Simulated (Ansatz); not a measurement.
**Band gap of LaBiS2O (P4/nmm) from density functionals to GW**

Aim: the gap of LaBiS2O (P4/nmm) at several levels of theory on one structure, with the time that each takes.

Calculated with Ansatz 0.2.0; density functionals, hybrids and G0W0, plane waves, PAW.

Most raw output is cut from this account.

In doubt: masses and optical values from hybrid runs of this build are listed as unsure (steps 8, 9), which bears on the screening that GW takes from such a start.

### Step 1. The starting structure

It takes space group P4/nmm (No. 129, tetragonal). The conventional cell has a = 4.055 Å, b = 4.055 Å, c = 14.173 Å, α = 90.00°, β = 90.00°, γ = 90.00°. Nearest to La lie 4 O at 2.38 Å and 4 S at 3.21 Å. Nearest to Bi lie 5 S at 2.52 to 2.88 Å. S has 4 Bi at 2.88 Å nearest. Nearest to S lie 1 Bi at 2.52 Å and 4 La at 3.21 Å. Nearest to O lie 4 La at 2.38 Å. Farther neighbours and most contacts between anions are not listed.

The cell and positions are those that the Materials Project relaxed with its own functionals (PBE, PBE+U or r2SCAN), kept fixed. At the settings of the band run the largest force is still 0.35 eV/Å. Spin-orbit coupling is left out unless a step names it. The default PAW set here is soft_2. Its files were made with PBE.

### Step 2. LDA on the 6×6×2 mesh

Levels along a band path and on the mesh show where this functional puts the band edges.

This step: DFT, LDA, plane waves, PAW.

The input, input.yaml:

```yaml
crystal:
  lattice:
    - [4.055497, 0.0, 0.0]
    - [0.0, 4.055497, 0.0]
    - [0.0, 0.0, 14.173265]
  atoms:
    - { symbol: La, position: [0.5, 0.0, 0.587742] }
    - { symbol: La, position: [0.0, 0.5, 0.412258] }
    - { symbol: Bi, position: [0.0, 0.5, 0.867775] }
    - { symbol: Bi, position: [0.5, 0.0, 0.132225] }
    - { symbol: S, position: [0.5, 0.0, 0.89002] }
    - { symbol: S, position: [0.0, 0.5, 0.10998] }
    - { symbol: S, position: [0.0, 0.5, 0.690201] }
    - { symbol: S, position: [0.5, 0.0, 0.309799] }
    - { symbol: O, position: [0.0, 0.0, 0.5] }
    - { symbol: O, position: [0.5, 0.5, 0.5] }
kpoints:
  mp_grid: { grid: [6, 6, 2] }
  band_path:
    path:
      - [[0.0, 0.0, 0.0], [0.0, 0.5, 0.0], [0.5, 0.5, 0.0], [0.0, 0.0, 0.0], [0.0, 0.0, 0.5], [0.0, 0.5, 0.5], [0.5, 0.5, 0.5], [0.0, 0.0, 0.5]]
      - [[0.0, 0.5, 0.0], [0.0, 0.5, 0.5]]
      - [[0.5, 0.5, 0.0], [0.5, 0.5, 0.5]]
    npoints: 10
hamiltonian:
  xc: lda
scf:
  occupations: { method: fermi_dirac, width: 0.02 }
  n_extra_bands: 7
output:
  eigenvalues: true
  forces: true
  stress: true
  write_density: true
  write_potential: true
  elf: true
  volumetric_format: npy
```

Started as:

```sh
> ansatz run input.yaml --threads 3 --pin off --max-ram 92160MiB --backend cuda --events-out ev --progress --plain --runs-dir out --devices 1 --max-vram 13GiB
```

Run time: 6.4 s. Hardware: 1 × NVIDIA H100 80GB HBM3 (shared by 6 runs) with 3 threads of AMD EPYC 7R13 (Zen 3), shared host; peak memory 1.1 GiB; 9.3 s of CPU time.

Numbers from this step:

```
pressure             : -4.892 GPa
filled bands         : 44
gap                  : 0.8266 eV
valence top at       : Γ
conduction bottom at : X
least direct gap     : 0.8286 eV
```

Over mesh and path the gap is 0.827 eV, from k = Γ to k = (0.000, 0.500, 0.000). The least direct gap found is 0.829 eV, at k = (0.000, 0.500, 0.000). The pressure in this cell is -5 GPa; the cell is kept.

### Step 3. LDA+SOC on the 6×6×2 mesh

This run has two-component orbitals with spin-orbit coupling.

This step: DFT, LDA with spin-orbit coupling, plane waves, PAW.

input.yaml, the sections that differ from step 2:

```yaml
kpoints:
  mp_grid: { grid: [6, 6, 2] }
  band_path:
    path:
      - [0.0, 0.0, 0.0]
      - [0.0, 0.5, 0.0]
      - [0.5, 0.5, 0.0]
      - [0.0, 0.0, 0.5]
      - [0.0, 0.5, 0.5]
      - [0.5, 0.5, 0.5]
    npoints: 1
scf:
  occupations: { method: fermi_dirac, width: 0.02 }
  n_extra_bands: 14
magnetization:
  noncollinear: true
  spin_orbit: true
output:
  eigenvalues: true
  forces: true
  stress: true
# crystal, hamiltonian: as in step 2
```

Elapsed: 13 s, on 1 × NVIDIA H100 80GB HBM3 (shared by 6 runs) with 3 threads; peak memory 1.2 GiB; 23 s of CPU time.

This step gave:

```
pressure             : -4.708 GPa
gap                  : 0.4799 eV
valence top at       : X
conduction bottom at : X
least direct gap     : 0.4799 eV
```

Over mesh and listed points the gap is 0.480 eV, direct, at k = (0.000, 0.500, 0.000). The pressure in this cell is -5 GPa; the cell is kept. LDA+SOC against LDA: 0.480 − 0.827 = −0.347 eV. Mesh, set of files and cutoff are the same, but the valence top lies at another k point, so this need not be the shift of one pair of states. The spin-orbit run sees mesh and listed points alone, so its gap is an upper bound: the coupling can move an edge off these points, and the change over the zone, its sign included where it is small, is not known.

### Step 4. r2SCAN on the 6×6×2 mesh

r2SCAN is a meta-GGA: it depends on the kinetic-energy density as well as on the density and its gradient.

This step: DFT, r2SCAN, plane waves, PAW.

Edit input.yaml of step 3 so:

```diff
@@ -28,9 +28,6 @@
 hamiltonian:
-  xc: lda
+  xc: r2scan
 scf:
-  occupations: { method: fermi_dirac, width: 0.02 }
-  n_extra_bands: 14
-magnetization:
-  noncollinear: true
-  spin_orbit: true
+  occupations: { method: fixed }
+  n_extra_bands: 7
 output:
@@ -39 +36,5 @@
   stress: true
+  write_density: true
+  write_potential: true
+  elf: true
+  volumetric_format: npy
```

Wall time 9 s (1 × NVIDIA H100 80GB HBM3 (shared by 6 runs) with 3 threads); peak memory 1.3 GiB; 11 s of CPU time.

This step gave:

```
pressure             : -0.7050 GPa
gap                  : 1.134 eV
valence top at       : X
conduction bottom at : X
least direct gap     : 1.134 eV
```

Over mesh and listed points the gap is 1.134 eV, direct, at k = (0.000, 0.500, 0.000). r2SCAN against LDA: 1.134 − 0.827 = +0.307 eV. The runs also differ in plane-wave cutoff (420 eV and 500 eV), and the valence top lies at another k point, so how much of this comes from the functional alone is not known.

### Step 5. HSE06 on the 4×4×2 mesh

HSE06 mixes in a quarter of exact exchange at short range.

This step: DFT, HSE06, plane waves, PAW.

Edit input.yaml of step 4 so:

```diff
@@ -17,3 +17,3 @@
 kpoints:
-  mp_grid: { grid: [6, 6, 2] }
+  mp_grid: { grid: [4, 4, 2] }
   band_path:
@@ -28,3 +28,3 @@
 hamiltonian:
-  xc: r2scan
+  xc: hse06
 scf:
@@ -34,7 +34 @@
   eigenvalues: true
-  forces: true
-  stress: true
-  write_density: true
-  write_potential: true
-  elf: true
-  volumetric_format: npy
```

It took 46 s on 1 × NVIDIA H100 80GB HBM3 (shared by 6 runs) with 3 threads; peak memory 1.7 GiB.

This step gave:

```
gap                     : 1.351 eV
valence top at          : X
conduction bottom at    : X
least direct gap        : 1.351 eV
exact-exchange fraction : 0.25
```

Over mesh and listed points the gap is 1.351 eV, direct, at k = (0.000, 0.500, 0.000). HSE06 against LDA: 1.351 − 0.827 = +0.524 eV. The runs also differ in mesh (6×6×2 and 4×4×2), and the valence top lies at another k point, so how much of this comes from the functional alone is not known.

### Step 6. PBE0 on the 4×4×2 mesh

PBE0 mixes in a quarter of exact exchange at all distances.

This step: DFT, PBE0, plane waves, PAW.

Edit input.yaml of step 5 so:

```diff
@@ -28,3 +28,3 @@
 hamiltonian:
-  xc: hse06
+  xc: pbe0
 scf:
```

Run time: 45 s. Hardware: 1 × NVIDIA H100 80GB HBM3 (shared by 6 runs) with 3 threads; peak memory 1.7 GiB.

Numbers from this step:

```
gap                     : 1.973 eV
valence top at          : X
conduction bottom at    : X
least direct gap        : 1.973 eV
exact-exchange fraction : 0.25
```

Over mesh and listed points the gap is 1.973 eV, direct, at k = (0.000, 0.500, 0.000). PBE0 against HSE06: 1.973 − 1.351 = +0.622 eV, with the same mesh, files and cutoff, and both edges at the same k points.

### Step 7. G0W0@LDA, 4×4×2 mesh, 1071 empty bands, screening to 160 eV

G0W0 replaces the xc potential by a self-energy built once from the orbitals of the start. Levels are corrected in the window of bands that the input names, at points of the mesh.

This step: G0W0 on LDA, plane waves, PAW.

Edit input.yaml of step 6 so:

```diff
@@ -18,17 +18,11 @@
   mp_grid: { grid: [4, 4, 2] }
-  band_path:
-    path:
-      - [0.0, 0.0, 0.0]
-      - [0.0, 0.5, 0.0]
-      - [0.5, 0.5, 0.0]
-      - [0.0, 0.0, 0.5]
-      - [0.0, 0.5, 0.5]
-      - [0.5, 0.5, 0.5]
-    npoints: 1
 hamiltonian:
-  xc: pbe0
+  xc: lda
 scf:
   occupations: { method: fixed }
-  n_extra_bands: 7
-output:
-  eigenvalues: true
+gw:
+  n_empty_bands: 1071
+  ecut_chi: 160.0
+  qp_bands: [v3, c3]
+  qp_kpoints: band_edges
+  screening: { model: contour_deformation }
```

Wall time 1.9 min (1 × NVIDIA H100 80GB HBM3 (shared by 6 runs) with 3 threads); peak memory 4.4 GiB.

This step gave:

```
bands summed                                    : 1115
RPA ε∞ on this mesh (eigenvalues)               : 7.617, 29.94, 29.94
plane waves in the screening matrix             : 1069
G0W0 gap over the corrected points              : 1.228 eV
k of the valence top                            : 0, -0.5, 0
k of the conduction bottom                      : 0, -0.5, 0
starting gap on the mesh                        : 0.8216 eV
Z at the valence top                            : 0.7205
Z at the conduction bottom                      : 0.7427
least direct G0W0 gap over the corrected points : 1.228 eV
```

Over 8 of 12 irreducible mesh points the G0W0 gap is 1.228 eV, direct, at k = (0.000, -0.500, 0.000). The LDA gap of this run on the mesh is 0.822 eV. The two states that bound the G0W0 gap lie that far apart at the start, so the correction of the gap is 1.228 − 0.822 = +0.406 eV.

### Step 8. G0W0@HSE06, 4×4×2 mesh, 1071 empty bands, screening to 160 eV

This step: G0W0 on HSE06, plane waves, PAW.

Edit input.yaml of step 7 so:

```diff
@@ -19,3 +19,3 @@
 hamiltonian:
-  xc: lda
+  xc: hse06
 scf:
```

Wall time 4.1 min (1 × NVIDIA H100 80GB HBM3 (shared by 6 runs) with 3 threads); peak memory 5 GiB.

Numbers from this step:

```
bands summed                                    : 1115
RPA ε∞ on this mesh (eigenvalues)               : 5.443, 15.77, 15.77
plane waves in the screening matrix             : 1069
G0W0 gap over the corrected points              : 1.487 eV
k of the valence top                            : 0, -0.5, 0
k of the conduction bottom                      : 0, -0.5, 0
starting gap on the mesh                        : 1.351 eV
Z at the valence top                            : 0.7582
Z at the conduction bottom                      : 0.7786
least direct G0W0 gap over the corrected points : 1.487 eV
```

Over 6 of 12 irreducible mesh points the G0W0 gap is 1.487 eV, direct, at k = (0.000, -0.500, 0.000). The HSE06 gap of this run on the mesh is 1.351 eV. The two states that bound the G0W0 gap lie that far apart at the start, so the correction of the gap is 1.487 − 1.351 = +0.136 eV. G0W0@HSE06 against G0W0@LDA with 1115 bands: 1.487 − 1.228 = +0.259 eV, with the same mesh, files and cutoffs, and both edges at the same k points.

### Step 9. G0W0@PBE0, 4×4×2 mesh, 1071 empty bands, screening to 160 eV

This step: G0W0 on PBE0, plane waves, PAW.

Edit input.yaml of step 8 so:

```diff
@@ -19,3 +19,3 @@
 hamiltonian:
-  xc: hse06
+  xc: pbe0
 scf:
```

It took 4.4 min on 1 × NVIDIA H100 80GB HBM3 (shared by 6 runs) with 3 threads; peak memory 5 GiB.

Numbers from this step:

- bands summed: 1115
- RPA ε∞ on this mesh (eigenvalues): 4.958, 11.38, 11.38
- plane waves in the screening matrix: 1069
- G0W0 gap over the corrected points: 1.666 eV
- k of the valence top: 0, -0.5, 0
- k of the conduction bottom: 0, -0.5, 0
- starting gap on the mesh: 1.973 eV
- Z at the valence top: 0.7802
- Z at the conduction bottom: 0.8000
- least direct G0W0 gap over the corrected points: 1.666 eV

Over 6 of 12 irreducible mesh points the G0W0 gap is 1.666 eV, direct, at k = (0.000, -0.500, 0.000). The PBE0 gap of this run on the mesh is 1.973 eV. The two states that bound the G0W0 gap lie that far apart at the start, so the correction of the gap is 1.666 − 1.973 = −0.307 eV. G0W0@PBE0 against G0W0@HSE06 with 1115 bands: 1.666 − 1.487 = +0.179 eV, with the same mesh, files and cutoffs, and both edges at the same k points. The program's warnings for this run: coarse exchange mesh.

### Step 10. The ladder

Each gap is the least one over the points named; times are wall times on shared hosts, not benchmarks. A G0W0 time includes the run's own self-consistent start. Runs with listed points see these and the mesh alone, so an edge that moves elsewhere is missed. Rows marked * are further runs, not shown as steps, whose inputs differ from the G0W0 step on the same start in the columns given; solver thresholds can differ too. Symmetry makes (0.000, 0.500, 0.000) and (0.000, -0.500, 0.000) one point.

```csv
level,mesh,"files, cutoff","bands summed, screening",points,gap (eV),valence top,conduction bottom,least direct gap (eV),time
LDA,6×6×2,"soft_2 PAW, 420 eV",-,mesh and path,0.827,Γ,"(0.000, 0.500, 0.000)",0.829,6.4 s
LDA+SOC,6×6×2,"soft_2 PAW, 420 eV",-,mesh and listed points,0.480,"(0.000, 0.500, 0.000)","(0.000, 0.500, 0.000)",0.480,13 s
r2SCAN,6×6×2,"soft_2 PAW, 500 eV",-,mesh and listed points,1.134,"(0.000, 0.500, 0.000)","(0.000, 0.500, 0.000)",1.134,9 s
HSE06,4×4×2,"soft_2 PAW, 420 eV",-,mesh and listed points,1.351,"(0.000, 0.500, 0.000)","(0.000, 0.500, 0.000)",1.351,46 s
PBE0,4×4×2,"soft_2 PAW, 420 eV",-,mesh and listed points,1.973,"(0.000, 0.500, 0.000)","(0.000, 0.500, 0.000)",1.973,45 s
G0W0@LDA*,4×4×2,"soft_2 PAW, 420 eV","220, 48 eV",8 of 12 irreducible mesh points,1.031,"(0.000, -0.500, 0.000)","(0.000, -0.500, 0.000)",1.031,19 s
G0W0@LDA*,4×4×2,"soft_2 PAW, 420 eV","541, 96 eV",8 of 12 irreducible mesh points,1.133,"(0.000, -0.500, 0.000)","(0.000, -0.500, 0.000)",1.133,41 s
G0W0@LDA,4×4×2,"soft_2 PAW, 420 eV","1115, 160 eV",8 of 12 irreducible mesh points,1.228,"(0.000, -0.500, 0.000)","(0.000, -0.500, 0.000)",1.228,1.9 min
G0W0@HSE06,4×4×2,"soft_2 PAW, 420 eV","1115, 160 eV",6 of 12 irreducible mesh points,1.487,"(0.000, -0.500, 0.000)","(0.000, -0.500, 0.000)",1.487,4.1 min
G0W0@PBE0,4×4×2,"soft_2 PAW, 420 eV","1115, 160 eV",6 of 12 irreducible mesh points,1.666,"(0.000, -0.500, 0.000)","(0.000, -0.500, 0.000)",1.666,4.4 min
```

### Step 11. Summary of results

- LDA, over mesh and path: 0.827 eV
- LDA+SOC, over mesh and listed points: 0.480 eV
- r2SCAN, over mesh and listed points: 1.134 eV
- HSE06, over mesh and listed points: 1.351 eV
- PBE0, over mesh and listed points: 1.973 eV
- G0W0@LDA (1115 bands, 4×4×2), over 8 of 12 irreducible mesh points: 1.228 eV
- G0W0@HSE06, over 6 of 12 irreducible mesh points: 1.487 eV
- G0W0@PBE0, over 6 of 12 irreducible mesh points: 1.666 eV
- known limits: finite bands, screening cutoff and k mesh; no spin-orbit coupling in G0W0; large ε∞ on the G0W0 mesh

What this shows: The rows run from 0.480 eV (LDA+SOC) to 1.973 eV (PBE0). They differ in mesh, plane-wave cutoff, bands and screening cutoff of G0W0 and the points over which the gap was sought as well as in level, so only pairs that share these are like for like. PBE0 against HSE06: 1.973 − 1.351 = +0.622 eV, with the same mesh, files and cutoff, and both edges at the same k points. G0W0@HSE06 against G0W0@LDA with 1115 bands: 1.487 − 1.228 = +0.259 eV, with the same mesh, files and cutoffs, and both edges at the same k points. G0W0@PBE0 against G0W0@HSE06 with 1115 bands: 1.666 − 1.487 = +0.179 eV, with the same mesh, files and cutoffs, and both edges at the same k points. G0W0@LDA (1115 bands, 4×4×2) moves the gap of its own start on the mesh by 1.228 − 0.822 = +0.406 eV, between the same two levels. Both edges that LDA shows over mesh and path lie at k points where levels were corrected. G0W0 has the valence top at another k point than that. Levels at other points were not corrected, so a lower G0W0 gap elsewhere in the zone is not ruled out. G0W0@HSE06 moves the gap of its own start on the mesh by 1.487 − 1.351 = +0.136 eV, between the same two levels. Both edges that HSE06 shows over mesh and listed points lie at k points where levels were corrected. Levels at other points were not corrected, so a lower G0W0 gap elsewhere in the zone is not ruled out. G0W0@PBE0 moves the gap of its own start on the mesh by 1.666 − 1.973 = −0.307 eV, between the same two levels. Both edges that PBE0 shows over mesh and listed points lie at k points where levels were corrected. Levels at other points were not corrected, so a lower G0W0 gap elsewhere in the zone is not ruled out. What spin-orbit coupling does to the G0W0 levels was not computed, so no sum with the G0W0 gap is formed. For G0W0@LDA: from 220 bands and 48 eV to 1115 bands and 160 eV the gap moves by 1.228 − 1.031 = +0.197 eV (rung by rung 1.031, 1.133, 1.228 eV); bands and screening cutoff rise together, so their parts are not told apart. A line in one over the bands through the two highest rungs gives 1.228 + (1.228 − 1.133) × 541 / (1115 − 541) = 1.318 eV, and through the pair below 1.133 + (1.133 − 1.031) × 220 / (541 − 220) = 1.203 eV. The two differ by 0.115 eV, not under the 0.030 eV asked, so the law does not hold well over these rungs and the limit is not known. The other G0W0 rows are shown at one basis each (1115 bands), so their distance from the limit is not known here. For G0W0@PBE0: the program's warnings for this run: coarse exchange mesh. The G0W0 runs are scalar-relativistic. The cell holds La; where the f levels lie against the gap was not analysed here. The largest eigenvalue of the RPA ε∞ is large: 30 in G0W0@LDA (4×4×2, 1115 bands), 31 in G0W0@LDA (4×4×2, 220 bands) and 30 in G0W0@LDA (4×4×2, 541 bands). A perturbation-theory run of this series on LDA, not shown as a step (6×6×2 (response on 576 points) mesh, soft_2 PAW), gives 7.6 and 17.4 (stated error 0.2), so a mesh with so large a value overstates the long-range screening, which bears on the G0W0 gap by an amount not known here. No pair of G0W0 runs that differ in the mesh alone is shown (4×4×2 is a supercell whose nearest images lie 16 Å apart), so the error from the mesh is not known here. G0W0@LDA runs of this series with other atomic data on the same mesh, not shown as steps, give 1.203 eV (hard PAW, 930 eV, 1639 bands, screening to 208 eV); where bands and cutoffs differ too, the part of the files is not isolated.

[Paths, hosts, dates, memory and timing lines, banners, echoed tables and standing remarks are left out of the program output.]

[Logs are printed without paths, hosts, clocks, repeated set-up lines and the standing remarks that a program may print on its own settings, such as how far it seeks lower states.]

[Runs of the session that timed out or met a known fault of the program may be left out.]

[Cells called generated may have been cut or substituted from an entry of the Crystallography Open Database or the Materials Project.]

[Hosts, paths, dates, database ids (printed as entryN), source tags and the programs' standing remarks are cut or masked in the printed files.]

[Where an RPA ε∞ is given, it is that of the G0W0 mesh and is not shown converged in it. Names of k-points follow the symmetry that the program found, which can be lower than the space group named. Band edges on a path are those of the sampled points; other points can move an edge, and change direct to indirect where valleys lie close.]

[Hybrid gaps are those of their k-mesh and are not shown converged in it.]
